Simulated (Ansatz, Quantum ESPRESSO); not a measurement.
# Al: work function by face, part 5 of 6

Which face of Al holds its electrons most tightly, and does packing explain the order?

Quantum ESPRESSO 7.5; plane-wave DFT, PBE, PseudoDojo norm-conserving pseudopotentials; geometry and cross-check by Ansatz 0.2.0 with PAW datasets.

So far. Step 11 (Potential by pp.x of (100)): On (100) the work function under LDA lies +0.14 eV from PBE's. Step 12 (Relaxation with Ansatz of (110)): The relaxation lowers the energy by 6 meV an atom. Held were the atoms numbered 3, 4 and 5; the forces quoted are those on the free ones.

**13. SCF with pw.x of (110), PBE**

Level of this step: plane-wave DFT, PBE, PseudoDojo norm-conserving pseudopotentials (Quantum ESPRESSO 7.5).

110.pbe.in reads:

```
&control
  prefix = '110.pbe'
  outdir = './out'
  pseudo_dir = './pseudo'
  calculation = 'scf'
  tprnfor = .true.
/
&system
  ibrav = 0
  nat = 7
  ntyp = 1
  ecutwfc = 32
  ecutrho = 128
  occupations = 'smearing'
  smearing = 'mv'
  degauss = 0.02
/
&electrons
  conv_thr = 1e-07
  mixing_beta = 0.4
  electron_maxstep = 120
  mixing_mode = 'local-TF'
/
ATOMIC_SPECIES
  Al  26.9815  Al.dojo-sr-pbe-0.4.1-standard.upf
CELL_PARAMETERS angstrom
  4.05000000000000 0.00000000000000 0.00000000000000
  0.00000000000000 2.86378246380000 0.00000000000000
  0.00000000000000 0.00000000000000 24.59134739140000
ATOMIC_POSITIONS crystal
  Al  0.000000000000 0.000000000000 0.327950522925
  Al  0.500000000000 0.500000000000 0.380461051205
  Al  0.000000000000 0.000000000000 0.441772558900
  Al  0.500000000000 0.500000000000 0.500000000000
  Al  0.000000000000 0.000000000000 0.558227441100
  Al  0.500000000000 0.500000000000 0.619538947703
  Al  0.000000000000 0.000000000000 0.672049478276
K_POINTS automatic
  8 10 1 0 0 0
```

Launch:

```sh
OMP_NUM_THREADS=1 mpirun -n 2 pw.x -nk 2 -in 110.pbe.in > 110.pbe.out
```

The program printed:

```text
[banner, memory and clock lines left out]
Program PWSCF v.7.5 starts

          URL

     Message from routine setup:
     using ibrav=0 with symmetry is DISCOURAGED, use correct ibrav instead

     G-vector sticks info

     bravais-lattice index     =            0
     lattice parameter (alat)  =       7.6534  a.u.
     unit-cell volume          =    1924.7484 (a.u.)^3
     number of atoms/cell      =            7
     number of atomic types    =            1
     number of electrons       =        21.00
     number of Kohn-Sham states=           15
     kinetic-energy cutoff     =      32.0000  Ry
     charge density cutoff     =     128.0000  Ry
     scf convergence threshold =      1.0E-07
     mixing beta               =       0.4000
     number of iterations used =            8  local-TF  mixing
     Exchange-correlation= PBE
                           (   1   4   3   4   0   0   0)

     celldm(1)=   7.653391  celldm(2)=   0.000000  celldm(3)=   0.000000
     celldm(4)=   0.000000  celldm(5)=   0.000000  celldm(6)=   0.000000

     crystal axes: (cart. coord. in units of alat)
               a(1) = (   1.000000   0.000000   0.000000 )
               a(2) = (   0.000000   0.707107   0.000000 )
               a(3) = (   0.000000   0.000000   6.071938 )

     reciprocal axes: (cart. coord. in units 2 pi/alat)
               b(1) = (  1.000000  0.000000  0.000000 )
               b(2) = (  0.000000  1.414214  0.000000 )
               b(3) = (  0.000000  0.000000  0.164692 )

     PseudoPot. # 1 for Al read from file:
     ./pseudo/Al.dojo-sr-pbe-0.4.1-standard.upf
     Pseudo is Norm-conserving + core correction, Zval =  3.0
     Generated using ONCVPSP code by D. R. Hamann
     Using radial grid of 1876 points,  6 beta functions with:
                l(1) =   0
                l(2) =   0
                l(3) =   1
                l(4) =   1
                l(5) =   2
                l(6) =   2

     atomic species   valence    mass     pseudopotential
     Al                3.00    26.98150     Al( 1.00)

      8 Sym. Ops., with inversion, found

   Cartesian axes

     site n.     atom                  positions (alat units)
         1        Al     tau(   1) = (   0.0000000   0.0000000   1.9912951  )
         2        Al     tau(   2) = (   0.5000000   0.3535534   2.3101358  )
         3        Al     tau(   3) = (   0.0000000   0.0000000   2.6824154  )
         4        Al     tau(   4) = (   0.5000000   0.3535534   3.0359688  )
         5        Al     tau(   5) = (   0.0000000   0.0000000   3.3895222  )
         6        Al     tau(   6) = (   0.5000000   0.3535534   3.7618018  )
         7        Al     tau(   7) = (   0.0000000   0.0000000   4.0806425  )

     number of k points=    30  Marzari-Vanderbilt smearing, width (Ry)=  0.0200
                       cart. coord. in units 2pi/alat
        k(    1) = (   0.0000000   0.0000000   0.0000000), wk =   0.0250000
        k(    2) = (   0.0000000   0.1414214   0.0000000), wk =   0.0500000
        k(    3) = (   0.0000000   0.2828427   0.0000000), wk =   0.0500000
        k(    4) = (   0.0000000   0.4242641   0.0000000), wk =   0.0500000
        k(    5) = (   0.0000000   0.5656854   0.0000000), wk =   0.0500000
        k(    6) = (   0.0000000  -0.7071068   0.0000000), wk =   0.0250000
        k(    7) = (   0.1250000   0.0000000   0.0000000), wk =   0.0500000
        k(    8) = (   0.1250000   0.1414214   0.0000000), wk =   0.1000000
        k(    9) = (   0.1250000   0.2828427   0.0000000), wk =   0.1000000
        k(   10) = (   0.1250000   0.4242641   0.0000000), wk =   0.1000000
        k(   11) = (   0.1250000   0.5656854   0.0000000), wk =   0.1000000
        k(   12) = (   0.1250000  -0.7071068   0.0000000), wk =   0.0500000
        k(   13) = (   0.2500000   0.0000000   0.0000000), wk =   0.0500000
        k(   14) = (   0.2500000   0.1414214   0.0000000), wk =   0.1000000
        k(   15) = (   0.2500000   0.2828427   0.0000000), wk =   0.1000000
        k(   16) = (   0.2500000   0.4242641   0.0000000), wk =   0.1000000
        k(   17) = (   0.2500000   0.5656854   0.0000000), wk =   0.1000000
        k(   18) = (   0.2500000  -0.7071068   0.0000000), wk =   0.0500000
        k(   19) = (   0.3750000   0.0000000   0.0000000), wk =   0.0500000
        k(   20) = (   0.3750000   0.1414214   0.0000000), wk =   0.1000000
        k(   21) = (   0.3750000   0.2828427   0.0000000), wk =   0.1000000
        k(   22) = (   0.3750000   0.4242641   0.0000000), wk =   0.1000000
        k(   23) = (   0.3750000   0.5656854   0.0000000), wk =   0.1000000
        k(   24) = (   0.3750000  -0.7071068   0.0000000), wk =   0.0500000
        k(   25) = (  -0.5000000   0.0000000   0.0000000), wk =   0.0250000
        k(   26) = (  -0.5000000   0.1414214   0.0000000), wk =   0.0500000
        k(   27) = (  -0.5000000   0.2828427   0.0000000), wk =   0.0500000
        k(   28) = (  -0.5000000   0.4242641   0.0000000), wk =   0.0500000
        k(   29) = (  -0.5000000   0.5656854   0.0000000), wk =   0.0500000
        k(   30) = (  -0.5000000  -0.7071068   0.0000000), wk =   0.0250000

     Dense  grid:    47039 G-vectors     FFT dimensions: (  27,  20, 180)

     Initial potential from superposition of free atoms

     starting charge      20.9829, renormalised to      21.0000

     negative rho (up, down):  4.026E-05 0.000E+00
     Starting wfcs are   28 randomized atomic wfcs

     per-process dynamical memory:    56.5 Mb

     Self-consistent Calculation

     iteration #  1     ecut=    32.00 Ry     beta= 0.40
     Davidson diagonalization with overlap
     ethr =  1.00E-02,  avg # of iterations =  3.3

     total energy              =     -32.35795609 Ry
     estimated scf accuracy    <       0.51497515 Ry

     iteration #  2     ecut=    32.00 Ry     beta= 0.40
     Davidson diagonalization with overlap
     ethr =  2.45E-03,  avg # of iterations =  1.5

     total energy              =     -32.29881605 Ry
     estimated scf accuracy    <       0.32689495 Ry

     iteration #  3     ecut=    32.00 Ry     beta= 0.40
     Davidson diagonalization with overlap
     ethr =  1.56E-03,  avg # of iterations =  1.9

     total energy              =     -32.33489664 Ry
     estimated scf accuracy    <       0.02485679 Ry

     iteration #  4     ecut=    32.00 Ry     beta= 0.40
     Davidson diagonalization with overlap
     ethr =  1.18E-04,  avg # of iterations =  5.2

     total energy              =     -32.33907123 Ry
     estimated scf accuracy    <       0.02060992 Ry

     iteration #  5     ecut=    32.00 Ry     beta= 0.40
[...]
iteration # 13     ecut=    32.00 Ry     beta= 0.40
     Davidson diagonalization with overlap
     ethr =  5.98E-09,  avg # of iterations =  4.5

     negative rho (up, down):  7.918E-07 0.000E+00

     total energy              =     -32.33595585 Ry
     estimated scf accuracy    <       0.00000132 Ry

     iteration # 14     ecut=    32.00 Ry     beta= 0.40
     Davidson diagonalization with overlap
     ethr =  5.98E-09,  avg # of iterations =  1.8

     End of self-consistent calculation

          k = 0.0000 0.0000 0.0000 (  5851 PWs)   bands (ev):

    -9.8911  -8.9867  -7.5437  -5.4456  -3.2297  -1.7339  -1.0062  -0.9112
    -0.3735   0.4143   0.5670   1.1162   2.2564   2.4943   3.3957

          k = 0.0000 0.1414 0.0000 (  5869 PWs)   bands (ev):

    -9.7110  -8.8075  -7.3659  -5.2696  -3.0573  -1.5683  -0.8421  -0.7455
    -0.2016   0.5797   0.7358   1.2652   2.4026   2.6602   3.5156

          k = 0.0000 0.2828 0.0000 (  5890 PWs)   bands (ev):

    -9.1721  -8.2714  -6.8341  -4.7437  -2.5445  -1.0707  -0.3790  -0.2488
     0.2566   1.0754   1.1201   1.1918   2.0344   2.2790   2.6865

          k = 0.0000 0.4243 0.0000 (  5878 PWs)   bands (ev):

    -8.2784  -7.3827  -5.9537  -3.8760  -1.7301  -1.3401  -0.6221  -0.2408
     0.5800   0.7592   1.0106   1.2519   1.9021   2.1709   2.7139

          k = 0.0000 0.5657 0.0000 (  5856 PWs)   bands (ev):

    -7.0369  -6.1497  -4.7382  -3.5487  -2.8339  -2.5271  -1.4323  -0.2276
     0.8190   0.9220   1.7399   1.8773   2.4221   2.9778   3.0568

          k = 0.0000-0.7071 0.0000 (  5862 PWs)   bands (ev):

    -5.5033  -5.4097  -4.6822  -4.4776  -3.3936  -2.9558  -1.4889  -0.6360
     0.9198   1.4143   2.3691   2.4697   2.9806   3.1307   3.3433

          k = 0.1250 0.0000 0.0000 (  5868 PWs)   bands (ev):

    -9.7506  -8.8475  -7.4070  -5.3152  -3.2530  -3.0410  -2.3167  -0.9270
    -0.9023   1.2450   1.3182   1.3665   2.2028   3.5014   3.5810

          k = 0.1250 0.1414 0.0000 (  5866 PWs)   bands (ev):

    -9.5707  -8.6685  -7.2294  -5.1393  -3.0814  -2.8692  -2.1467  -0.7591
    -0.7380   1.4111   1.4824   1.5086   2.3641   3.6603   3.6869

          k = 0.1250 0.2828 0.0000 (  5877 PWs)   bands (ev):

    -9.0323  -8.1329  -6.6981  -4.6138  -2.5688  -2.3581  -1.6399  -0.2689
    -0.2588   1.1500   1.8947   1.9927   2.2447   2.3034   2.9693

          k = 0.1250 0.4243 0.0000 (  5875 PWs)   bands (ev):

    -8.1395  -7.2451  -5.8186  -3.7469  -1.7347  -1.5736  -1.1359  -0.8759
    -0.3676   0.5422   0.8490   1.2147   2.6287   2.8541   3.0320

          k = 0.1250 0.5657 0.0000 (  5875 PWs)   bands (ev):

    -6.8992  -6.0133  -4.6044  -3.4154  -2.7013  -2.4033  -1.3147  -0.4639
    -0.0786   0.4165   0.9456   1.7588   1.9534   2.8676   3.1224

          k = 0.1250-0.7071 0.0000 (  5888 PWs)   bands (ev):

    -5.3669  -5.2736  -4.5470  -4.3435  -3.2608  -2.8267  -1.3689  -0.5030
     0.9588   1.0875   1.0905   1.5794   1.7777   2.0629   2.9800

          k = 0.2500 0.0000 0.0000 (  5860 PWs)   bands (ev):

    -9.3300  -8.4314  -6.9999  -4.9476  -4.9140  -3.9846  -2.9128  -2.4008
    -0.9606   0.0372   1.3133   2.4563   3.7707   3.7778   4.4433

          k = 0.2500 0.1414 0.0000 (  5859 PWs)   bands (ev):

    -9.1506  -8.2529  -6.8228  -4.7722  -4.7401  -3.8115  -2.7386  -2.2325
    -0.7942   0.2026   1.4682   2.6063   3.8999   3.9003   4.5748

          k = 0.2500 0.2828 0.0000 (  5879 PWs)   bands (ev):

    -8.6138  -7.7188  -6.2931  -4.2481  -4.2199  -3.2944  -2.2215  -1.7287
    -0.3064   0.6808   1.5159   2.1835   2.6826   3.1205   4.1527

          k = 0.2500 0.4243 0.0000 (  5888 PWs)   bands (ev):

    -7.7236  -6.8336  -5.4162  -3.3830  -3.3591  -2.4442  -1.3959  -0.9413
    -0.7349  -0.0955   0.7572   1.5650   1.5842   2.8803   3.4229

          k = 0.2500 0.5657 0.0000 (  5918 PWs)   bands (ev):

    -6.4867  -5.6055  -4.2058  -3.0258  -2.3047  -2.1276  -2.0829  -1.1767
    -0.9813   0.1508   0.3200   1.2578   1.2935   1.7349   2.1387

          k = 0.2500-0.7071 0.0000 (  5932 PWs)   bands (ev):

    -4.9583  -4.8665  -4.1420  -3.9440  -2.8632  -2.4475  -1.0299  -0.6662
    -0.5461  -0.1571   0.1799   0.4563   1.2548   1.4983   1.7352

          k = 0.3750 0.0000 0.0000 (  5858 PWs)   bands (ev):

    -8.6326  -7.7443  -6.4726  -6.2652  -5.5427  -4.2236  -4.1005  -2.0882
    -2.0399   0.2305   0.3540   2.6398   2.9224   4.7138   5.2429

          k = 0.3750 0.1414 0.0000 (  5859 PWs)   bands (ev):

    -8.4541  -7.5667  -6.2966  -6.0891  -5.3678  -4.0481  -3.9263  -1.9184
    -1.8704   0.3933   0.5203   2.7810   3.0806   4.8159   5.0816

          k = 0.3750 0.2828 0.0000 (  5888 PWs)   bands (ev):

    -7.9198  -7.0353  -5.7701  -5.5625  -4.8447  -3.5245  -3.4064  -1.4132
    -1.3641   0.8575   1.0038   2.3141   3.2287   3.3636   3.6382

          k = 0.3750 0.4243 0.0000 (  5908 PWs)   bands (ev):

    -7.0338  -6.1543  -4.8971  -4.6909  -3.9782  -2.6635  -2.5504  -0.6053
    -0.5434  -0.1234   0.6520   1.7370   1.8820   2.0775   2.2225

          k = 0.3750 0.5657 0.0000 (  5926 PWs)   bands (ev):

    -5.8027  -4.9322  -3.6872  -3.4918  -2.7864  -2.3210  -1.6475  -1.4096
    -1.3037  -0.3113  -0.0719   0.4613   0.8647   0.8717   2.0167

          k = 0.3750-0.7071 0.0000 (  5938 PWs)   bands (ev):

    -4.2799  -4.1951  -3.4692  -3.2944  -2.2383  -2.0841  -2.0668  -1.7752
    -1.3402  -1.1323  -0.2787  -0.0958   0.5787   0.6114   1.9644

          k =-0.5000 0.0000 0.0000 (  5862 PWs)   bands (ev):

    -7.7314  -7.5870  -6.9376  -6.5994  -5.6051  -5.0652  -3.6122  -2.8920
    -1.6599  -0.2983   0.5546   2.3371   2.9898   4.6126   5.2781

          k =-0.5000 0.1414 0.0000 (  5868 PWs)   bands (ev):

    -7.5540  -7.4096  -6.7612  -6.4229  -5.4304  -4.8894  -3.4349  -2.7237
    -1.4908  -0.1304   0.7161   2.4974   3.1325   4.7099   5.3417

          k =-0.5000 0.2828 0.0000 (  5868 PWs)   bands (ev):

    -7.0233  -6.8789  -6.2333  -5.8950  -4.9075  -4.3646  -2.9065  -2.2201
    -0.9869   0.3656   1.1819   2.9096   3.0521   3.3404   3.7484

          k =-0.5000 0.4243 0.0000 (  5906 PWs)   bands (ev):

    -6.1428  -5.9989  -5.3578  -5.0210  -4.0408  -3.5000  -2.0399  -1.3906
    -0.1716   0.7168   0.7637   1.2715   1.3139   1.8402   2.2694

          k =-0.5000 0.5657 0.0000 (  5938 PWs)   bands (ev):

    -4.9188  -4.7778  -4.1412  -3.8139  -2.8390  -2.3295  -1.4701  -1.3130
    -0.8874  -0.7181  -0.5934   0.1016   0.3207   1.1883   1.3481

          k =-0.5000-0.7071 0.0000 (  5936 PWs)   bands (ev):

    -3.4252  -3.3788  -3.2895  -3.0419  -2.6430  -2.5420  -2.5228  -1.9785
    -1.3466  -1.2917  -1.2533  -0.1160   0.1436   1.2329   1.3888

     the Fermi energy is     0.8758 ev

!    total energy              =     -32.33595613 Ry
     estimated scf accuracy    <       0.00000004 Ry
     smearing contrib. (-TS)   =      -0.00042270 Ry
     internal energy E=F+TS    =     -32.33553342 Ry

     The total energy is F=E-TS. E is the sum of the following terms:
     one-electron contribution =    -339.87000414 Ry
     hartree contribution      =     174.77022303 Ry
     xc contribution           =     -14.84558568 Ry
     ewald contribution        =     147.60983336 Ry

     convergence has been achieved in  14 iterations

     Forces acting on atoms (cartesian axes, Ry/au):

     atom    1 type  1   force =     0.00000000    0.00000000    0.00166956
     atom    2 type  1   force =     0.00000000    0.00000000   -0.00038264
     atom    3 type  1   force =     0.00000000    0.00000000   -0.00473272
     atom    4 type  1   force =     0.00000000    0.00000000    0.00000000
     atom    5 type  1   force =     0.00000000    0.00000000    0.00473272
     atom    6 type  1   force =     0.00000000    0.00000000    0.00038264
     atom    7 type  1   force =     0.00000000    0.00000000   -0.00166956

     Total force =     0.007118     Total SCF correction =     0.000151

     XML data file, charge density, pseudopotentials, collected wavefunctions

                                        0.00s GPU  (     902 calls)
```

The job ended after 26 s (2 MPI ranks of Intel Xeon Platinum 8375C at 2.90GHz (Ice Lake), shared host; peak memory 0.23 GiB).

Read from the output:

| Quantity | Value |
| --- | --- |
| free energy | -439.9531 eV |
| Fermi energy | 0.8758 eV |

**14. Electrostatic potential of (110)**

110.pbe.pot.in reads:

```
&inputpp
  prefix = '110.pbe'
  outdir = './out'
  filplot = '110.pbe.pot.dat'
  plot_num = 11
/
```

Launch:

```sh
OMP_NUM_THREADS=1 mpirun -n 2 pp.x -in 110.pbe.pot.in > 110.pbe.pot.out
```

The program printed:

```text
[banner, memory and clock lines left out]
Program POST-PROC v.7.5 starts

          URL

     ./out/110.pbe.save/

     IMPORTANT: XC functional enforced from input :
     Exchange-correlation= PBE
                           (   1   4   3   4   0   0   0)
     Any further DFT definition will be discarded
     Please, verify this is what you really want

     Calling punch_plot, plot_num =  11
     Writing data to file  110.pbe.pot.dat
     Message from routine chdens:
     namelist plot not found or invalid, exiting
```

Elapsed: 1.1 s, on 2 MPI ranks; peak memory 0.1 GiB; 1.9 s of CPU time.

This step gave:

```
work function of the upper face                                       : 4.030 eV
slope of the potential above                                          : 1.97e-4 eV/Å
upper vacuum line continued to the top atoms, over the Fermi level    : 4.029 eV
work function of the lower face                                       : 4.030 eV
slope of the potential below                                          : -1.17e-4 eV/Å
lower vacuum line continued to the bottom atoms, over the Fermi level : 4.030 eV
```

The potential energy, planar mean oscillates, so the rows of the table below give means over windows of 1.37 Å about each position, cut where the curve ends. Its maxima inside the range that stand out by 2 % of the span (Å: eV): 8.7: -6.25, 10.1: -4.14, 11.6: -4.88, 13.0: -4.88, 14.5: -4.14, 15.8: -6.25. Its minima: 8.2: -8.54, 9.3: -8.80, 10.9: -8.56, 12.3: -8.75, 13.7: -8.56, 15.3: -8.80, 16.4: -8.54.

Electrostatic potential energy of an electron; zero at the Fermi level. Table of potential energy, planar mean by z; means over each step:

z (Å), potential energy, planar mean (eV) and a bar from the least value:
```
     0.69       4.03 ##############################
     2.06       4.03 ##############################
     3.43       4.03 ##############################
     4.79       4.01 ##############################
     6.17       3.55 #############################
     7.54      -3.26 ###########
     8.91      -7.67 
    10.28      -6.32 ####
    11.65      -6.85 ##
    13.02      -6.85 ##
    14.39      -6.29 ####
    15.76      -7.70 
    17.12      -2.71 #############
    18.50       3.62 #############################
    19.86       4.02 ##############################
    21.23       4.03 ##############################
    22.61       4.03 ##############################
    23.98       4.03 ##############################
```

(Part 5 of 6 ends here.)

[Logs are printed without paths, hosts, clocks, repeated set-up lines and the standing remarks that a program may print on its own settings, such as how far it seeks lower states.]

[Hosts, paths, dates, database ids (printed as entryN), source tags and the programs' standing remarks are cut or masked in the printed files.]

[Maps of the electrostatic potential energy from Ansatz leave out the sawtooth potential of an applied field or a dipole correction, so their vacuum need not be flat; planar profiles and work functions include it.]
